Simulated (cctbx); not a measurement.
# MnSi3: solution and refinement

Cell a = 14.6350 Å, b = 5.3270 Å, c = 5.4190 Å, α = 90.00°, β = 90.00°, γ = 90.00°; space group Cmce (no. 64); content Mn8 Si24.

The data are simulated with cctbx, not measured: synchrotron X-rays, λ = 0.4959 Å, to d = 0.77 Å, 50 % of the full sphere, strongest reflection 40000 counts, noise from counting, a 6 % proportional error and a noise floor of 15 counts (s.d.); no absorption, and some extinction, which the refinements don't model.

Charge flipping in P1 on normalised amplitudes to 0.9 Å, δ = 0.9 σ, 20 % of the reflections treated as weak, 300 cycles:

```text
cycle      R  skewness
    0  0.601     0.38
   25  0.400     1.35
   50  0.415     1.72
   75  0.432     2.94
  100  0.410     2.83
  125  0.425     2.64
  150  0.433     2.81
  175  0.452     2.69
  200  0.454     2.46
  225  0.457     2.66
  250  0.439     2.64
  275  0.439     2.71
origin shift          correlation  skewness
 0.182  0.420  0.103      0.919      3.95
 0.196  0.096  0.264      0.878      2.38
 0.180  0.418  0.280      0.874      1.79
 0.179  0.091  0.116      0.887      1.81
taken: symmetry correlation 0.919, skewness 3.95
peak      x       y       z  mult  height/sigma
Q1    0.0806  0.0000  0.0000    8     11.3
Q2    0.0000  0.1731  0.6808    8      9.1
Q3    0.1657  0.1853  0.3255   16      5.2
Q4    0.2352  0.0000  0.0000    8      2.4
Q5    0.0000  0.1414  0.3182    8      2.1
Q6    0.0000  0.0000  0.0000    4      1.2
Q7    0.1263  0.2197  0.0164   16      1.0
Q8    0.0464  0.1755  0.1000   16      0.8
```

The origin is taken among those within 0.04 of the best correlation, by the skewness of the map.

Run time: 0.64 s on 1 thread of Arm Neoverse N1, with other jobs on the host, peak memory 0.07 GiB.

Q: Assign the peaks.

Heights go roughly as Z and multiplicities must add up to the content. First model: Q1 = Mn1 (8 in the cell, height 11.3), Q2 = Si1 (8 in the cell, height 9.1) and Q3 = Si2 (16 in the cell, height 5.2). Against the true structure, Q1 is Mn, Q2 is Si and Q3 is Si; the other peaks are not atoms.

Least squares on F², isotropic:

```text
Rint 0.045, 247 unique reflections to 0.77 A
cycle     R1     wR2    GooF  max shift (A)
   1  0.3016  0.6639  14.755   0.09747
   2  0.0221  0.0554   1.230   0.00007
final R1 0.0221 wR2 0.0554 GooF 1.230  parameters 9  data/parameter 27.4
atom        x        y        z      Ueq    occ   su(xyz)  su(Uiso or U11)
Mn1    0.08402  0.00000  0.00000   0.0052  1.000  0.00003  0.0002
Si1    0.00000  0.16236  0.66624   0.0071  1.000  0.00015  0.0002
Si2    0.16436  0.18847  0.31091   0.0065  1.000  0.00011  0.0002
difference map: max 0.63 min -0.73 rms 0.16
Q1    0.0000  0.2065  0.7552    8    0.65  0.54 A from Si1
Q2    0.0000  0.0637  0.4952    8    0.53  1.07 A from Si1
Q3    0.1530  0.0000  0.5000    8    0.52  1.44 A from Si2
Q4    0.1420  0.2412  0.9599   16    0.51  0.95 A from Si2
Q5    0.1740  0.2222  0.7718   16    0.50  0.54 A from Si2
```

Anisotropic refinement:

```text
Rint 0.045, 247 unique reflections to 0.77 A
cycle     R1     wR2    GooF  max shift (A)
   1  0.0220  0.0554   1.260   0.00070
   2  0.0187  0.0427   0.972   0.00000
final R1 0.0187 wR2 0.0427 GooF 0.972  parameters 20  data/parameter 12.3
atom        x        y        z      Ueq    occ   su(xyz)  su(Uiso or U11)
Mn1    0.08399  0.00000  0.00000   0.0052  1.000  0.00002  0.0003
Si1    0.00000  0.16240  0.66636   0.0072  1.000  0.00012  0.0004
Si2    0.16437  0.18851  0.31088   0.0065  1.000  0.00009  0.0003
difference map: max 0.56 min -0.50 rms 0.15
Q1    0.0000  0.0591  0.4956    8    0.56  1.08 A from Si1
Q2    0.1422  0.2497  0.9553   16    0.51  0.91 A from Si2
Q3    0.1552  0.0000  0.5000    8    0.48  1.44 A from Si2
Q4    0.0000  0.2021  0.0533    8    0.37  0.95 A from Si1
Q5    0.0561  0.0301  0.7736   16    0.37  1.23 A from Si1
Q6    0.0867  0.1469  0.5797   16    0.33  1.36 A from Si1
```

**Reading.** The refinement ends at R1 = 0.0187, wR2 = 0.0427, GooF = 0.97, with difference density between -0.50 and 0.56 e/Å³. Every site matches the true model in element, within 0.001 Å r.m.s., up to an allowed shift of origin.

True model:

| atom | mult. | x | y | z | Ueq (Å²) |
| --- | --- | --- | --- | --- | --- |
| Mn1 | 8 | 0.0840 | 0 | 1/2 | 0.0054 |
| Si1 | 16 | 0.1644 | 0.1885 | 0.8108 | 0.0069 |
| Si2 | 8 | 0 | 0.8375 | 0.8336 | 0.0072 |

The model was made for the exercise: a known structure type with other elements put in, its volume estimated, not relaxed; displacement parameters are assumed.

[Middle refinement cycles are left out of these outputs.]

[Logs are printed without paths, hosts, clocks, repeated set-up lines and the standing remarks that a program may print on its own settings, such as how far it seeks lower states.]
